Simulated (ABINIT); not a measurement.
# SnF3 (Fm-3m): a self-consistent loop beyond G0W0, cycle by cycle

How far does self-consistency move the gap of SnF3 (Fm-3m)?

Program: ABINIT 10.8.3. Level of theory: PBEsol and many-body steps on it, plane waves. Results are calculated unless marked as measured.

**1. Set-up**

It takes space group Fm-3m (No. 225, cubic). The conventional cell has a = 8.698 Å, b = 8.698 Å, c = 8.698 Å, α = 90.00°, β = 90.00°, γ = 90.00°. Sn has 6 F at 1.98 Å nearest. Sn has 6 F at 2.36 Å nearest. Nearest to F lie 2 Sn at 1.98 to 2.36 Å. Farther neighbours and most contacts between anions are not listed.

Coordinates:

```cif
data_structure
_symmetry_space_group_name_H-M 'Fm-3m'
_symmetry_Int_Tables_number 225
_cell_length_a 8.6980
_cell_length_b 8.6980
_cell_length_c 8.6980
_cell_angle_alpha 90.000
_cell_angle_beta 90.000
_cell_angle_gamma 90.000
_cell_volume 658.04
loop_
_atom_site_label
_atom_site_type_symbol
_atom_site_symmetry_multiplicity
_atom_site_Wyckoff_symbol
_atom_site_fract_x
_atom_site_fract_y
_atom_site_fract_z
_atom_site_occupancy
Sn1 Sn 4 b 0.50000 0.00000 0.00000 1
Sn2 Sn 4 a 0.00000 0.00000 0.00000 1
F1 F 24 e 0.50000 0.22819 0.00000 1
```

The cell and positions are those that the Materials Project relaxed with its own functionals (PBE, PBE+U or r2SCAN), kept fixed.

**2. Empty states on the mesh, 2×2×2 mesh, 213 bands**

This step: ABINIT 10.8.3; DFT, PBEsol, plane waves, norm-conserving pseudopotentials.

The sums over transitions need many empty states on a uniform mesh; this step solves for them.

Input file run.abi:

```
acell 3*1.0 Angstrom
rprim 
  -0.000000000000 4.348975944800 4.348975944800
  4.348975944800 0.000000000000 4.348975944800
  4.348975944800 4.348975944800 -0.000000000000
ntypat 2
znucl 50 9
natom 8
typat 1 1 2 2 2 2 2 2
xred 
  0.500000000000 0.500000000000 0.500000000000
  0.000000000000 0.000000000000 -0.000000000000
  0.728190550000 0.271809450000 0.728190550000
  0.271809450000 0.271809450000 0.728190550000
  0.271809450000 0.728190550000 0.271809450000
  0.271809450000 0.728190550000 0.728190550000
  0.728190550000 0.271809450000 0.271809450000
  0.728190550000 0.728190550000 0.271809450000
pp_dirpath "pseudos"
pseudos "Sn.upf, F.upf"
ecut 38
ngkpt 2 2 2
nshiftk 1
shiftk 0 0 0
kptopt 1
chksymbreak 0
iscf -2
irdden 1
istwfk *1
nband 213
nbdbuf 18
tolwfr 1e-09
nstep 60
prtvol 0
indata_prefix "in"
outdata_prefix "out"
tmpdata_prefix "tmp"
```

Command:

```
$ OMP_NUM_THREADS=2 mpirun -n 3 abinit run.abi > log
```

Numbers of over 12 decimals in the logs are rounded to 6 here.

The program printed:

```text
.Version 10.8.3 of ABINIT. v10.8.2 released Aug 2026.

 Symmetries : space group Fm -3 m (#225); Bravais cF (face-center cubic)
[... echo of the input left out ...]
== DATASET  1 ==================================================================
-   mpi_nproc: 3, omp_nthreads: 2 (-1 if OMP is not activated)

--- !DatasetInfo
iteration_state: {dtset: 1, }
dimensions: {natom: 8, nkpt: 3, mband: 213, nsppol: 1, nspinor: 1, nspden: 1, mpw: 12434, }
cutoff_energies: {ecut:  38.0, pawecutdg:  -1.0, }
[...]
1.94908    1.97467    1.97467    1.97467    2.01017    2.01017    2.01017    2.03177
   2.03177    2.03177    2.03969    2.03969    2.06695    2.06696    2.06699    2.07692
   2.07695    2.07696    2.09364    2.09377    2.09477
 prteigrs : prtvol=0 or 1, do not print more k-points.

== END DATASET(S) ==============================================================
================================================================================

 -outvars: echo values of variables after computation  --------
            nband         213
             nkpt           3
          spgroup         225
 [... the other variables as echoed above ...]

 Calculation completed.
```

It took 85 s on 3 MPI ranks of AMD EPYC 9R14 (Zen 4), shared host; peak memory 0.48 GiB.

This step gave:

```
gap                                                           : 2.831 eV
k of the valence top                                          : 0.5, 0.5, 0
k of the conduction bottom                                    : 0.5, 0, 0
least direct gap                                              : 3.379 eV
k points computed                                             : 3
lowest point of the top converged band, above the valence top : 53.8981 eV
```

On this mesh the gap is 2.831 eV.

The density comes from a self-consistent run that is not shown.

**3. Screening, 2×2×2 mesh, 195 bands, screening to 130.6 eV**

The RPA dielectric matrix is built and inverted for each q.

This step: RPA screening on PBEsol, plane waves, norm-conserving pseudopotentials.

run.abi: that of step 2 with these lines changed.

```diff
@@ -26,10 +26,11 @@
 chksymbreak 0
-iscf -2
-irdden 1
 istwfk *1
-nband 213
-nbdbuf 18
-tolwfr 1e-09
-nstep 60
-prtvol 0
+occopt 1
+irdwfk 1
+optdriver 3
+nband 195
+ecuteps 4.8
+inclvkb 2
+awtr 1
+symchi 1
 indata_prefix "in"
```

Command:

```
$ OMP_NUM_THREADS=1 mpirun -n 8 abinit run.abi > log
```

The program printed:

```text
.Version 10.8.3 of ABINIT. v10.8.2 released Aug 2026.

 Symmetries : space group Fm -3 m (#225); Bravais cF (face-center cubic)
[... echo of the input left out ...]
== DATASET  1 ==================================================================
-   mpi_nproc: 8, omp_nthreads: 1 (-1 if OMP is not activated)

--- !DatasetInfo
iteration_state: {dtset: 1, }
dimensions: {natom: 8, nkpt: 3, mband: 195, nsppol: 1, nspinor: 1, nspden: 1, mpw: 12434, }
cutoff_energies: {ecut:  38.0, pawecutdg:  -1.0, }
electrons: {nelect:   8.60000000E+01, charge:   0.00000000E+00, occopt:   1.00000000E+00, tsmear:   1.00000000E-02, }

 SCREENING: Calculation of the susceptibility and dielectric matrices

 Based on a program developped by R.W. Godby, V. Olevano, G. Onida, and L. Reining.
 Incorporated in ABINIT by V. Olevano, G.-M. Rignanese, and M. Torrent.
.Using double precision arithmetic ; gwpc =  8

[... cell and pseudopotentials left out ...]
--------------------------------------------------------------------------------

 ==== K-mesh for the wavefunctions ====
 Number of points in the irreducible wedge :     3
[... list of points left out ...]
 Together with 48 symmetry operations and time-reversal symmetry
 yields     8 points in the full Brillouin Zone.

 ==== Q-mesh for the screening function ====
 Number of points in the irreducible wedge :     3
[... list of points left out ...]
 Together with 48 symmetry operations and time-reversal symmetry
 yields     8 points in the full Brillouin Zone.

 setmesh: FFT mesh size selected  =    45x   45x   45
          total number of points  =        91125

 vcoul_init : cutoff-mode = AUXILIARY_FUNCTION
 q-points for optical limit:   1
     1)      0.000010    0.000020    0.000030

- screening: taking advantage of time-reversal symmetry
- Maximum band index for partially occupied states nbvw = 43
- Remaining bands to be divided among processors   nbcw = 152
- Number of bands treated by each node ~19

 Number of electrons calculated from density =   86.0000; Expected =   86.0000
 average of density, n =  0.077466
 r_s =    1.4552
 omega_plasma =   26.8479 [eV]

 calculating chi0 at frequencies [eV] :
  1    0.000000E+00    0.000000E+00
  2    0.000000E+00    2.684794E+01

--------------------------------------------------------------------------------
  q-point number  1        q = ( 0.000000, 0.000000, 0.000000) [r.l.u.]
--------------------------------------------------------------------------------
[... chi0 elements left out ...]
 For q-point:  0.000010 0.000020 0.000030
  dielectric constant =   2.7792
  dielectric constant without local fields =   3.0676

  Average fulfillment of the sum rule on Im[epsilon] for q-point    1 :     43.21  [%]
[... wings left out ...]
  q-point number  2        q = ( 0.500000, 0.000000, 0.000000) [r.l.u.]
--------------------------------------------------------------------------------
[... chi0 elements left out ...]
  Average fulfillment of the sum rule on Im[epsilon] for q-point    2 :     48.31  [%]

 [... 1 further q-points ...]
```

It took 40 s on 8 MPI ranks; peak memory 4.2 GiB; 5.3 min of CPU time.

Numbers from this step:

| Property | Result |
| --- | --- |
| ε∞ with local fields, on this mesh, along the program's q direction | 2.779 |
| the same without local fields | 3.068 |
| plasma frequency | 26.85 eV |
| plane waves in the screening matrix | 537 |

Local fields lower ε∞ by 9 %. On a Γ-centred mesh this coarse the value itself is usually too large, while a short band sum pulls it down.

**4. G0W0**

The self-energy is evaluated for the states that the input lists, and the levels follow from it, in one-shot runs by the linearised quasiparticle equation.

This step: G0W0 on PBEsol, plane waves, norm-conserving pseudopotentials.

run.abi: that of step 3 with these lines changed.

```diff
@@ -29,8 +29,19 @@
 irdwfk 1
-optdriver 3
+optdriver 4
 nband 195
+gwcalctyp 0
+ecutsigx 38
+symsigma 1
+nkptgw 3
+kptgw 
+  0.5000000000 0.5000000000 0.0000000000
+  0.5000000000 0.0000000000 0.0000000000
+  0.0000000000 0.0000000000 0.0000000000
+bdgw 
+  42 45
+  42 46
+  40 47
 ecuteps 4.8
-inclvkb 2
-awtr 1
-symchi 1
+irdscr 1
+ppmodel 1
 indata_prefix "in"
```

The program printed:

```text
.Version 10.8.3 of ABINIT. v10.8.2 released Aug 2026.

 Symmetries : space group Fm -3 m (#225); Bravais cF (face-center cubic)
[... echo of the input left out ...]
== DATASET  1 ==================================================================
-   mpi_nproc: 8, omp_nthreads: 1 (-1 if OMP is not activated)

--- !DatasetInfo
iteration_state: {dtset: 1, }
dimensions: {natom: 8, nkpt: 3, mband: 195, nsppol: 1, nspinor: 1, nspden: 1, mpw: 12434, }
cutoff_energies: {ecut:  38.0, pawecutdg:  -1.0, }
electrons: {nelect:   8.60000000E+01, charge:   0.00000000E+00, occopt:   1.00000000E+00, tsmear:   1.00000000E-02, }

 SIGMA: Calculation of the GW corrections

 Based on a program developped by R.W. Godby, V. Olevano, G. Onida, and L. Reining.
 Incorporated in ABINIT by V. Olevano, G.-M. Rignanese, and M. Torrent.
.Using double precision arithmetic ; gwpc =  8

[... cell and pseudopotentials left out ...]
--------------------------------------------------------------------------------

 ==== K-mesh for the wavefunctions ====
 Number of points in the irreducible wedge :     3
[... list of points left out ...]
 Together with 48 symmetry operations and time-reversal symmetry
 yields     8 points in the full Brillouin Zone.

 ==== Q-mesh for screening function ====
 Number of points in the irreducible wedge :     3
[... list of points left out ...]
 Together with 48 symmetry operations and time-reversal symmetry
 yields     8 points in the full Brillouin Zone.

 vcoul_init : cutoff-mode = AUXILIARY_FUNCTION
 q-points for optical limit:   1
     1)      0.000010    0.000020    0.000030
 setmesh: FFT mesh size selected  =    72x   72x   72
          total number of points  =       373248

 Number of electrons calculated from density =   86.0000; Expected =   86.0000
 average of density, n =  0.077466
 r_s =    1.4552
 omega_plasma =   26.8479 [eV]

 === KS Band Gaps ===
  >>>> For spin  1
   Minimum direct gap =   3.3794 [eV], located at k-point      :   0.5000  0.0000  0.0000
   Fundamental gap    =   2.8313 [eV], Top of valence bands at :   0.5000  0.5000  0.0000
                                       Bottom of conduction at :   0.5000  0.0000  0.0000
 SIGMA fundamental parameters:
 PLASMON POLE MODEL  1
 number of plane-waves for SigmaX                12387
 number of plane-waves for SigmaC and W            537
 number of plane-waves for wavefunctions         12387
 number of bands                                   195
 number of independent spin polarizations            1
 number of spinorial components                      1
 number of k-points in IBZ                           3
 number of q-points in IBZ                           3
 number of symmetry operations                      48
 number of k-points in BZ                            8
 number of q-points in BZ                            8
 number of frequencies for dSigma/dE                 9
 frequency step for dSigma/dE [eV]                0.25
 number of omega for Sigma on real axis              0
 max omega for Sigma on real axis  [eV]           0.00
 zcut for avoiding poles [eV]                     0.10

 EPSILON^-1 parameters (SCR file):
 dimension of the eps^-1 matrix on file            537
 dimension of the eps^-1 matrix used               537
 number of plane-waves for wavefunctions         12387
 number of bands                                   195
 number of q-points in IBZ                           3
 number of frequencies                               2
 number of real frequencies                          1
 number of imag frequencies                          1

 matrix elements of self-energy operator (all in [eV])

 Perturbative Calculation

--- !SelfEnergy_ee
iteration_state: {dtset: 1, }
kpoint     : [   0.500,    0.500,    0.000, ]
spin       : 1
KS_gap     :    4.334
QP_gap     :    7.296
Delta_QP_KS:    2.962
data: !SigmaeeData |
     Band     E0 <VxcDFT>   SigX SigC(E0)      Z dSigC/dE  Sig(E)    E-E0       E
       42  -2.553 -22.525 -30.153   5.750   0.781  -0.280 -23.992  -1.467  -4.020
       43  -0.165 -19.734 -22.495   2.111   0.821  -0.218 -20.268  -0.533  -0.698
       44   4.170 -19.501 -14.261  -2.310   0.829  -0.206 -17.073   2.428   6.598
       45   5.276 -12.422  -8.215  -2.411   0.851  -0.176 -10.895   1.527   6.803

--- !SelfEnergy_ee
iteration_state: {dtset: 1, }
kpoint     : [   0.500,    0.000,    0.000, ]
spin       : 1
KS_gap     :    3.379
QP_gap     :    5.963
Delta_QP_KS:    2.584
data: !SigmaeeData |
     Band     E0 <VxcDFT>   SigX SigC(E0)      Z dSigC/dE  Sig(E)    E-E0       E
       42  -2.661 -22.300 -29.945   5.736   0.781  -0.280 -23.790  -1.491  -4.152
       43  -0.713 -18.312 -21.036   1.910   0.823  -0.215 -18.982  -0.671  -1.383
[...]
--- !SelfEnergy_ee
iteration_state: {dtset: 1, }
kpoint     : [   0.000,    0.000,    0.000, ]
spin       : 1
KS_gap     :    7.440
QP_gap     :   10.401
Delta_QP_KS:    2.961
data: !SigmaeeData |
     Band     E0 <VxcDFT>   SigX SigC(E0)      Z dSigC/dE  Sig(E)    E-E0       E
[...]
45   5.192 -12.018  -7.105  -2.925   0.853  -0.173 -10.323   1.696   6.887
       46   5.192 -12.018  -7.105  -2.925   0.853  -0.173 -10.323   1.696   6.887
       47   5.192 -12.018  -7.105  -2.925   0.853  -0.173 -10.323   1.696   6.887

 New Fermi energy :        7.132755E-02 Ha ,    1.940921E+00 eV

 === QP Band Gaps ===
  >>>> For spin  1
   Minimum direct gap =   5.9629 [eV], located at k-point      :   0.5000  0.0000  0.0000
   Fundamental gap    =   5.2776 [eV], Top of valence bands at :   0.5000  0.5000  0.0000
                                       Bottom of conduction at :   0.5000  0.0000  0.0000

== END DATASET(S) ==============================================================
================================================================================

 -outvars: echo values of variables after computation  --------
           etotal      0.0000000000E+00
            nband         195
             nkpt           3
          spgroup         225
 [... the other variables as echoed above ...]

 Calculation completed.
```

The job ended after 26 s (8 MPI ranks; peak memory 3.8 GiB; 3.4 min of CPU time).

This step gave:

| Quantity | Value |
| --- | --- |
| G0W0 gap on the points computed | 5.278 eV |
| starting gap on the mesh | 2.831 eV |
| k of the valence top | 0.5, 0.5, 0 |
| k of the conduction bottom | 0.5, 0, 0 |
| Z at the valence top | 0.821 |
| Z at the conduction bottom | 0.847 |
| least direct G0W0 gap on the computed points | 5.963 eV |

The gap on the mesh goes from 2.83 eV to 5.28 eV, a correction of +2.45 eV.

**5. evGW0, cycle 1**

This step: evGW0 on PBEsol, plane waves, norm-conserving pseudopotentials.

run.abi: that of step 4 with these lines changed.

```diff
@@ -31,3 +31,3 @@
 nband 195
-gwcalctyp 0
+gwcalctyp 10
 ecutsigx 38
@@ -36,9 +36,9 @@
 kptgw 
+  0.0000000000 0.0000000000 0.0000000000
+  0.5000000000 0.0000000000 0.0000000000
   0.5000000000 0.5000000000 0.0000000000
-  0.5000000000 0.0000000000 0.0000000000
-  0.0000000000 0.0000000000 0.0000000000
 bdgw 
-  42 45
-  42 46
-  40 47
+  25 52
+  25 52
+  25 52
 ecuteps 4.8
```

The program printed:

```text
.Version 10.8.3 of ABINIT. v10.8.2 released Aug 2026.

 Symmetries : space group Fm -3 m (#225); Bravais cF (face-center cubic)
[... echo of the input left out ...]
== DATASET  1 ==================================================================
-   mpi_nproc: 8, omp_nthreads: 1 (-1 if OMP is not activated)

--- !DatasetInfo
iteration_state: {dtset: 1, }
dimensions: {natom: 8, nkpt: 3, mband: 195, nsppol: 1, nspinor: 1, nspden: 1, mpw: 12434, }
cutoff_energies: {ecut:  38.0, pawecutdg:  -1.0, }
electrons: {nelect:   8.60000000E+01, charge:   0.00000000E+00, occopt:   1.00000000E+00, tsmear:   1.00000000E-02, }

 SIGMA: Calculation of the GW corrections

 Based on a program developped by R.W. Godby, V. Olevano, G. Onida, and L. Reining.
 Incorporated in ABINIT by V. Olevano, G.-M. Rignanese, and M. Torrent.
.Using double precision arithmetic ; gwpc =  8

[... cell and pseudopotentials left out ...]
--------------------------------------------------------------------------------

 ==== K-mesh for the wavefunctions ====
 Number of points in the irreducible wedge :     3
[... list of points left out ...]
 Together with 48 symmetry operations and time-reversal symmetry
 yields     8 points in the full Brillouin Zone.

 ==== Q-mesh for screening function ====
 Number of points in the irreducible wedge :     3
[... list of points left out ...]
 Together with 48 symmetry operations and time-reversal symmetry
 yields     8 points in the full Brillouin Zone.

 vcoul_init : cutoff-mode = AUXILIARY_FUNCTION
 q-points for optical limit:   1
     1)      0.000010    0.000020    0.000030
 setmesh: FFT mesh size selected  =    72x   72x   72
          total number of points  =       373248

 Number of electrons calculated from density =   86.0000; Expected =   86.0000
[...]
--- !SelfEnergy_ee
iteration_state: {dtset: 1, }
kpoint     : [   0.500,    0.000,    0.000, ]
spin       : 1
KS_gap     :    3.379
QP_gap     :    5.963
Delta_QP_KS:    2.584
data: !SigmaeeData |
     Band     E_DFT   <VxcDFT>   E(N-1)  <Hhartree>   SigX  SigC[E(N-1)]    Z     dSigC/dE  Sig[E(N)]  DeltaE  E(N)_pert E(N)_diago
[...]
--- !SelfEnergy_ee
iteration_state: {dtset: 1, }
kpoint     : [   0.500,    0.500,    0.000, ]
spin       : 1
KS_gap     :    4.334
QP_gap     :    7.296
Delta_QP_KS:    2.962
data: !SigmaeeData |
     Band     E_DFT   <VxcDFT>   E(N-1)  <Hhartree>   SigX  SigC[E(N-1)]    Z     dSigC/dE  Sig[E(N)]  DeltaE  E(N)_pert E(N)_diago
[...]
51     9.805   -14.518     9.805    24.323    -8.491    -3.254     0.839    -0.192   -12.193     2.325    12.130    12.577
       52     9.955    -6.440     9.955    16.395    -2.544    -2.791     0.881    -0.135    -5.467     0.973    10.928    12.577

 New Fermi energy :        7.554012E-02 Ha ,    2.055551E+00 eV

 === QP Band Gaps ===
  >>>> For spin  1
   Minimum direct gap =   6.4528 [eV], located at k-point      :   0.5000  0.0000  0.0000
   Fundamental gap    =   5.7399 [eV], Top of valence bands at :   0.5000  0.5000  0.0000
                                       Bottom of conduction at :   0.5000  0.0000  0.0000

 writing QP data on file : out_QPS

 Convergence of QP corrections
 >>>>> For spin  1 <<<<<
.  kptgw no:  1; Maximum DeltaE = (  -1.436   0.003) for band index: 26
.  kptgw no:  2; Maximum DeltaE = (   2.431   0.001) for band index: 23
.  kptgw no:  3; Maximum DeltaE = (   1.021   0.001) for band index: 20

== END DATASET(S) ==============================================================
================================================================================

 -outvars: echo values of variables after computation  --------
           etotal      0.0000000000E+00
            nband         195
             nkpt           3
          spgroup         225
 [... the other variables as echoed above ...]

 Calculation completed.
```

Wall time 1.7 min (8 MPI ranks); peak memory 8.1 GiB.

Numbers from this step:

| Quantity | Value |
| --- | --- |
| quasiparticle gap on the points computed | 5.739 eV |
| gap of the density functional on the mesh | 2.831 eV |
| k of the valence top | 0.5, 0.5, 0 |
| k of the conduction bottom | 0.5, 0, 0 |
| Z at the valence top | 0.821 |
| Z at the conduction bottom | 0.847 |
| least direct quasiparticle gap on the computed points | 6.452 eV |

Against G0W0 in ABINIT (2×2×2 mesh, 195 bands, screening to 130.6 eV, Godby-Needs plasmon pole), the gap moves by +0.461 eV. This first cycle still uses the starting levels; it takes the full correction, at all points of the mesh, and its linearised value is 5.278 eV.

(Part 1 of 3 ends here.)

[Paths, hosts, dates, memory and timing lines, banners, echoed tables and standing remarks are left out of the program output.]

[Logs are printed without paths, hosts, clocks, repeated set-up lines and the standing remarks that a program may print on its own settings, such as how far it seeks lower states.]

[Runs of the session that timed out or met a known fault of the program may be left out.]

[Hosts, paths, dates, database ids (printed as entryN), source tags and the programs' standing remarks are cut or masked in the printed files.]

[G0W0 gaps are taken among the corrected bands and points alone; a level outside them can change the order at an edge.]

[Where Ansatz stands beside ABINIT at settings called matched, ABINIT's density can come from a denser mesh and the files from another edition; pairs whose starting gaps differed by over 0.03 eV were left out, so agreement reads better than it is.]
